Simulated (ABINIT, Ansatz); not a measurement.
# InSe (P-6m2): from the cell to the phonon bands, part 2 of 4

How does InSe (P-6m2) vibrate, and is this structure a minimum?

ABINIT 10.8.3; DFT LDA, scalar-relativistic, plane waves, HGH norm-conserving pseudopotentials.

So far. Step 2 (Relaxation): The volume changes by -2.7 % from the cell with which this run began. Step 5 (Linear response at Γ): The acoustic modes at Γ come out as far as 2.8 cm⁻¹ from zero, where they should vanish, a small numerical error; the Born charges miss their sum rule by 0.031 e, which is fair.

## Step 6: Modes with the sum rule

anaddb reads the merged derivatives and imposes the acoustic sum rule.

anaddb.abi

```
ddb_filepath "gamma_DDB"
output_file "anaddb.abo"
outdata_prefix "anaddb"
asr 1
chneut 1
enunit 2
eivec 1
nph1l 1
qph1l 0.0 0.0 0.0 1.0
dieflag 1
```

mrgddb.in

```
gamma_DDB
merged
2
dfpt_gammao_DS2_DDB
gso_DDB
```

The run is started by

```
$ mrgddb < mrgddb.in > mrgddb.log
$ OMP_NUM_THREADS=1 anaddb anaddb.abi > anaddb.log
```

anaddb.abo, the main output file:

```text
[banners, grids, parts of the stress and lines that vanish by symmetry left out]
-outvars_anaddb: echo values of input variables ----------------------

 Flags :
     dieflag         1
 Miscellaneous information :
      enunit         2
       eivec         1
         asr         1
 Frequency information :
       nfreq         1
       frmin         0.00000000E+00
       frmax         1.00000000E+01
 First list of wavevector (reduced coord.) :
       nph1l         1
       qph1l
                     0.00000000E+00  0.00000000E+00  0.00000000E+00    1.000E+00

================================================================================

 read the DDB information and perform some checks

  ==== Info on the Cryst% object ====
 Real(R)+Recip(G) space primitive vectors, cartesian coordinates (Bohr,Bohr^-1):
 R(1)=  7.3753929  0.0000000  0.0000000  G(1)=  0.1355860  0.0782806  0.0000000
 R(2)= -3.6876965  6.3872777  0.0000000  G(2)=  0.0000000  0.1565612  0.0000000
 R(3)=  0.0000000  0.0000000 34.2040429  G(3)=  0.0000000  0.0000000  0.0292363
 Unit cell volume ucvol=  1.6113074E+03 bohr^3
 Angles (23,13,12)=  9.00000000E+01  9.00000000E+01  1.20000000E+02 degrees
 Time-reversal symmetry is present
 Reduced atomic positions [iatom, xred, symbol]:
    1)    0.3333333  0.6666667  0.5735801  In
    2)    0.3333333  0.6666667  0.4264199  In
    3)    0.6666667  0.3333333  0.6421753  Se
    4)    0.6666667  0.3333333  0.3578247  Se

 DDB file with 3 blocks has been read.

================================================================================

 Dielectric Tensor and Effective Charges

 anaddb : Zero the imaginary part of the Dynamical Matrix at Gamma,
   and impose the ASR on the effective charges

 The violation of the charge neutrality conditions
 by the effective charges is as follows :
    atom        electric field
 displacement     direction
       1               1       -0.030771        0.000000
       1               2        0.000000        0.000000
       1               3        0.000000        0.000000
[...]
3               2        0.000000        0.000000
       3               3        0.000285        0.000000

 Effective charge tensors after
 imposition of the charge neutrality (if requested by user),
 and eventual restriction to some part :
   atom    displacement
         1         1    2.249798E+00    0.000000E+00    0.000000E+00
         1         2   -5.379027E-17    2.249798E+00    0.000000E+00
         1         3    0.000000E+00    0.000000E+00    2.840789E-01
         2         1    2.249798E+00    0.000000E+00    0.000000E+00
[...]
Now, the imaginary part of the dynamical matrix is zeroed

================================================================================

 Treat the first list of vectors

  Phonon wavevector (reduced coordinates) :  0.00000  0.00000  0.00000
 Phonon energies in Hartree :
   0.000000E+00  0.000000E+00  0.000000E+00  1.896487E-04  1.896487E-04
   5.011593E-04  7.964170E-04  7.964170E-04  8.129828E-04  8.129828E-04
   9.402329E-04  1.078693E-03
 Phonon energies in meV     :
-  0.000000E+00  0.000000E+00  0.000000E+00  5.160605E+00  5.160605E+00
-  1.363724E+01  2.167161E+01  2.167161E+01  2.212239E+01  2.212239E+01
-  2.558504E+01  2.935272E+01
 Phonon frequencies in cm-1    :
-  0.000000E+00  0.000000E+00  0.000000E+00  4.162309E+01  4.162309E+01
-  1.099917E+02  1.747933E+02  1.747933E+02  1.784291E+02  1.784291E+02
-  2.063573E+02  2.367457E+02
 Phonon frequencies in Thz     :
-  0.000000E+00  0.000000E+00  0.000000E+00  1.247829E+00  1.247829E+00
-  3.297470E+00  5.240172E+00  5.240172E+00  5.349170E+00  5.349170E+00
-  6.186436E+00  7.097457E+00
 Phonon energies in Kelvin  :
-  0.000000E+00  0.000000E+00  0.000000E+00  5.988634E+01  5.988634E+01
-  1.582536E+02  2.514886E+02  2.514886E+02  2.567197E+02  2.567197E+02
-  2.969021E+02  3.406242E+02

 Eigendisplacements
 (will be given, for each mode : in cartesian coordinates
   for each atom the real part of the displacement vector,
   then the imaginary part of the displacement vector - absolute values smaller than 1.0d-7 are set to zero)
  Mode number    1   Energy    0.000000E+00
 Attention : low frequency mode.
   (Could be unstable or acoustic mode)
-  1  0.00000000E+00  0.00000000E+00 -1.18973565E-03
-     0.00000000E+00  0.00000000E+00  0.00000000E+00
-  2  0.00000000E+00  0.00000000E+00 -1.18973565E-03
-     0.00000000E+00  0.00000000E+00  0.00000000E+00
-  3  0.00000000E+00  0.00000000E+00 -1.18973565E-03
-     0.00000000E+00  0.00000000E+00  0.00000000E+00
-  4  0.00000000E+00  0.00000000E+00 -1.18973565E-03
-     0.00000000E+00  0.00000000E+00  0.00000000E+00
  Mode number    2   Energy    0.000000E+00
 Attention : low frequency mode.
   (Could be unstable or acoustic mode)
-  1  0.00000000E+00  1.18973562E-03  0.00000000E+00
-     0.00000000E+00  0.00000000E+00  0.00000000E+00
-  2  0.00000000E+00  1.18973562E-03  0.00000000E+00
-     0.00000000E+00  0.00000000E+00  0.00000000E+00
-  3  0.00000000E+00  1.18973569E-03  0.00000000E+00
-     0.00000000E+00  0.00000000E+00  0.00000000E+00
-  4  0.00000000E+00  1.18973569E-03  0.00000000E+00
-     0.00000000E+00  0.00000000E+00  0.00000000E+00
  Mode number    3   Energy    0.000000E+00
 Attention : low frequency mode.
   (Could be unstable or acoustic mode)
-  1  1.18973562E-03  0.00000000E+00  0.00000000E+00
-     0.00000000E+00  0.00000000E+00  0.00000000E+00
-  2  1.18973562E-03  0.00000000E+00  0.00000000E+00
-     0.00000000E+00  0.00000000E+00  0.00000000E+00
-  3  1.18973569E-03  0.00000000E+00  0.00000000E+00
-     0.00000000E+00  0.00000000E+00  0.00000000E+00
-  4  1.18973569E-03  0.00000000E+00  0.00000000E+00
-     0.00000000E+00  0.00000000E+00  0.00000000E+00
  Mode number    4   Energy    1.896487E-04
-  1  0.00000000E+00  1.20590016E-03  0.00000000E+00
-     0.00000000E+00  0.00000000E+00  0.00000000E+00
-  2  0.00000000E+00 -1.20590016E-03  0.00000000E+00
-     0.00000000E+00  0.00000000E+00  0.00000000E+00
-  3  0.00000000E+00  1.16583011E-03  0.00000000E+00
-     0.00000000E+00  0.00000000E+00  0.00000000E+00
-  4  0.00000000E+00 -1.16583011E-03  0.00000000E+00
-     0.00000000E+00  0.00000000E+00  0.00000000E+00
[...]
-  1  1.20590016E-03  0.00000000E+00  0.00000000E+00
-     0.00000000E+00  0.00000000E+00  0.00000000E+00
-  2 -1.20590016E-03  0.00000000E+00  0.00000000E+00
-     0.00000000E+00  0.00000000E+00  0.00000000E+00
-  3  1.16583011E-03  0.00000000E+00  0.00000000E+00
-     0.00000000E+00  0.00000000E+00  0.00000000E+00
-  4 -1.16583011E-03  0.00000000E+00  0.00000000E+00
-     0.00000000E+00  0.00000000E+00  0.00000000E+00
[...]
;  1  0.00000000E+00  0.00000000E+00  8.53973292E-04
;     0.00000000E+00  0.00000000E+00  0.00000000E+00
;  2  0.00000000E+00  0.00000000E+00 -8.53973292E-04
;     0.00000000E+00  0.00000000E+00  0.00000000E+00
;  3  0.00000000E+00  0.00000000E+00  1.55348388E-03
;     0.00000000E+00  0.00000000E+00  0.00000000E+00
;  4  0.00000000E+00  0.00000000E+00 -1.55348388E-03
;     0.00000000E+00  0.00000000E+00  0.00000000E+00
[...]
-  1  0.00000000E+00  9.66785362E-04  0.00000000E+00
-     0.00000000E+00  0.00000000E+00  0.00000000E+00
-  2  0.00000000E+00 -9.66785362E-04  0.00000000E+00
-     0.00000000E+00  0.00000000E+00  0.00000000E+00
-  3  0.00000000E+00 -1.45417460E-03  0.00000000E+00
-     0.00000000E+00  0.00000000E+00  0.00000000E+00
-  4  0.00000000E+00  1.45417460E-03  0.00000000E+00
-     0.00000000E+00  0.00000000E+00  0.00000000E+00
[...]
-  1  9.66785362E-04  0.00000000E+00  0.00000000E+00
-     0.00000000E+00  0.00000000E+00  0.00000000E+00
-  2 -9.66785362E-04  0.00000000E+00  0.00000000E+00
-     0.00000000E+00  0.00000000E+00  0.00000000E+00
-  3 -1.45417460E-03  0.00000000E+00  0.00000000E+00
-     0.00000000E+00  0.00000000E+00  0.00000000E+00
-  4  1.45417460E-03  0.00000000E+00  0.00000000E+00
-     0.00000000E+00  0.00000000E+00  0.00000000E+00
[...]
-  1  0.00000000E+00 -9.86609489E-04  0.00000000E+00
-     0.00000000E+00  0.00000000E+00  0.00000000E+00
-  2  0.00000000E+00 -9.86609489E-04  0.00000000E+00
-     0.00000000E+00  0.00000000E+00  0.00000000E+00
-  3  0.00000000E+00  1.43468206E-03  0.00000000E+00
-     0.00000000E+00  0.00000000E+00  0.00000000E+00
-  4  0.00000000E+00  1.43468206E-03  0.00000000E+00
-     0.00000000E+00  0.00000000E+00  0.00000000E+00
[...]
-  1  9.86609489E-04  0.00000000E+00  0.00000000E+00
-     0.00000000E+00  0.00000000E+00  0.00000000E+00
-  2  9.86609489E-04  0.00000000E+00  0.00000000E+00
-     0.00000000E+00  0.00000000E+00  0.00000000E+00
-  3 -1.43468206E-03  0.00000000E+00  0.00000000E+00
-     0.00000000E+00  0.00000000E+00  0.00000000E+00
-  4 -1.43468206E-03  0.00000000E+00  0.00000000E+00
-     0.00000000E+00  0.00000000E+00  0.00000000E+00
  Mode number   11   Energy    9.402329E-04
[...]
Mode number   12   Energy    1.078693E-03
[...]
;  3  0.00000000E+00  0.00000000E+00 -1.02979194E-03
;     0.00000000E+00  0.00000000E+00  0.00000000E+00
;  4  0.00000000E+00  0.00000000E+00  1.02979194E-03
;     0.00000000E+00  0.00000000E+00  0.00000000E+00

 Analysis of degeneracies and characters (maximum tolerance=1.00E-06 a.u.)
 For each vibration mode, or group of modes if degenerate,
 the characters are given for each symmetry operation (see the list in the log file).
 Symmetry characters of vibration mode #   1
       degenerate with vibration modes #   2 to    3
  3.0 -1.0 -2.0  1.0  0.0 -1.0  1.0  1.0 -0.0 -1.0 -2.0  1.0
 Symmetry characters of vibration mode #   4
        degenerate with vibration mode #   5
  2.0  0.0  1.0 -0.0 -1.0 -0.0 -2.0 -0.0 -1.0  0.0  1.0  0.0
 Symmetry characters of vibration mode #   6
  1.0  1.0  1.0  1.0  1.0  1.0  1.0  1.0  1.0  1.0  1.0  1.0
 Symmetry characters of vibration mode #   7
        degenerate with vibration mode #   8
  2.0 -0.0  1.0 -0.0 -1.0 -0.0 -2.0  0.0 -1.0  0.0  1.0  0.0
 Symmetry characters of vibration mode #   9
        degenerate with vibration mode #  10
  2.0 -0.0 -1.0  0.0 -1.0  0.0  2.0 -0.0 -1.0  0.0 -1.0  0.0
 Symmetry characters of vibration mode #  11
  1.0 -1.0 -1.0  1.0  1.0 -1.0 -1.0  1.0  1.0 -1.0 -1.0  1.0
 Symmetry characters of vibration mode #  12
  1.0  1.0  1.0  1.0  1.0  1.0  1.0  1.0  1.0  1.0  1.0  1.0

================================================================================

 Mode effective charges
 Mode number.    x            y            z            length
-     1         -0.000000    -0.000000    -0.000000     0.000000
-     2         -0.000000    -0.000000     0.000000     0.000000
-     3         -0.000000     0.000000     0.000000     0.000000
-     4          0.000000     0.000000     0.000000     0.000000
-     5         -0.000000     0.000000    -0.000000     0.000000
;     6          0.000000     0.000000     0.000000     0.000000
-     7         -0.000000     0.000000    -0.000000     0.000000
-     8         -0.000000    -0.000000     0.000000     0.000000
-     9          0.000015    -4.424474    -0.000000     4.424474
-    10          4.424474     0.000015    -0.000000     4.424474
;    11          0.000000    -0.000000     0.558672     0.558672
;    12         -0.000000    -0.000000    -0.000000     0.000000

 Oscillator strengths (in a.u. ; 1 a.u.=253.2638413 m3/s2). Set to zero if abs()<tol14.
 Mode number.       xx          yy          zz          xy          xz          yz          trace
-   1     Real    0.0000E+00  0.0000E+00  0.0000E+00  0.0000E+00  0.0000E+00  0.0000E+00  0.0000E+00
-         Imag    0.0000E+00  0.0000E+00  0.0000E+00  0.0000E+00  0.0000E+00  0.0000E+00
-   2     Real    0.0000E+00  0.0000E+00  0.0000E+00  0.0000E+00  0.0000E+00  0.0000E+00  0.0000E+00
-         Imag    0.0000E+00  0.0000E+00  0.0000E+00  0.0000E+00  0.0000E+00  0.0000E+00
-   3     Real    0.0000E+00  0.0000E+00  0.0000E+00  0.0000E+00  0.0000E+00  0.0000E+00  0.0000E+00
-         Imag    0.0000E+00  0.0000E+00  0.0000E+00  0.0000E+00  0.0000E+00  0.0000E+00
-   4     Real    0.0000E+00  0.0000E+00  0.0000E+00  0.0000E+00  0.0000E+00  0.0000E+00  0.0000E+00
-         Imag    0.0000E+00  0.0000E+00  0.0000E+00  0.0000E+00  0.0000E+00  0.0000E+00
-   5     Real    0.0000E+00  0.0000E+00  0.0000E+00  0.0000E+00  0.0000E+00  0.0000E+00  0.0000E+00
[...]
;   6     Real    0.0000E+00  0.0000E+00  0.0000E+00  0.0000E+00  0.0000E+00  0.0000E+00  0.0000E+00
;         Imag    0.0000E+00  0.0000E+00  0.0000E+00  0.0000E+00  0.0000E+00  0.0000E+00
-   7     Real    0.0000E+00  0.0000E+00  0.0000E+00  0.0000E+00  0.0000E+00  0.0000E+00  0.0000E+00
[...]
-   8     Real    0.0000E+00  0.0000E+00  0.0000E+00  0.0000E+00  0.0000E+00  0.0000E+00  0.0000E+00
[...]
-   9     Real    0.0000E+00  1.1870E-04  0.0000E+00 -4.0435E-10  0.0000E+00  0.0000E+00  1.1870E-04
-         Imag    0.0000E+00  0.0000E+00  0.0000E+00  0.0000E+00  0.0000E+00  0.0000E+00
-  10     Real    1.1870E-04  0.0000E+00  0.0000E+00  4.0435E-10  0.0000E+00  0.0000E+00  1.1870E-04
-         Imag    0.0000E+00  0.0000E+00  0.0000E+00  0.0000E+00  0.0000E+00  0.0000E+00
;  11     Real    0.0000E+00  0.0000E+00  1.8925E-06  0.0000E+00  0.0000E+00  0.0000E+00  1.8925E-06
;         Imag    0.0000E+00  0.0000E+00  0.0000E+00  0.0000E+00  0.0000E+00  0.0000E+00
;  12     Real    0.0000E+00  0.0000E+00  0.0000E+00  0.0000E+00  0.0000E+00  0.0000E+00  0.0000E+00
;         Imag    0.0000E+00  0.0000E+00  0.0000E+00  0.0000E+00  0.0000E+00  0.0000E+00

 Electronic dielectric tensor
      4.04637436     -0.00000000     -0.00000000
     -0.00000000      4.04637436     -0.00000000
     -0.00000000     -0.00000000      1.63248709

 Relaxed ion dielectric tensor
      5.44696064      0.00000000      0.00000000
[...]
Frequency dependent dielectric constant:

 Full dielectric tensor at frequency  0.0000E+00 Hartree
[...]
0.00000000      5.44696064      0.00000000
      0.00000000      0.00000000      1.64918233

-
```

Run time: 0.51 s. Hardware: 1 thread of Arm Neoverse V2, shared host.

Numbers from this step:

| Property | Result |
| --- | --- |
| highest optical zone-centre mode (no LO-TO term) | 236.8 cm⁻¹ |
| lowest optical zone-centre mode | 41.62 cm⁻¹ |

No LO-TO term; unit eigenvectors of the mass-weighted matrix, from anaddb's displacements. Modes at Γ, with each element's share of the kinetic energy:

```csv
mode,frequency (cm⁻¹),In %,Se %
1,0.0,59,41
2,0.0,59,41
3,0.0,59,41
4,41.6,61,39
5,41.6,61,39
6,110.0,31,69
7,174.8,39,61
8,174.8,39,61
9,178.4,41,59
10,178.4,41,59
11,206.4,41,59
12,236.7,69,31
```

Displacements in mode 5 (41.6 cm⁻¹), the largest set to 1:
```
In1  1.00  0.00  0.00
In2 -1.00  0.00  0.00
Se3  0.97  0.00  0.00
Se4 -0.97  0.00  0.00
```

Displacements in mode 12 (236.7 cm⁻¹), the largest set to 1:
```
In1  0.00  0.00  1.00
In2  0.00  0.00 -1.00
Se3  0.00  0.00 -0.80
Se4  0.00  0.00  0.80
```

The cell holds one sheet and vacuum: ε∞ is an average over the 18.1 Å of the cell, and it and the Born charges along c change with that height.

The rule moves no optical mode by more than 0.1 cm⁻¹.

[end of part 2 of 4]

[Host names and launcher messages were left out of these logs when they were recorded.]

[Logs are printed without paths, hosts, clocks, repeated set-up lines and the standing remarks that a program may print on its own settings, such as how far it seeks lower states.]

[Hosts, paths, dates, database ids (printed as entryN), source tags and the programs' standing remarks are cut or masked in the printed files.]
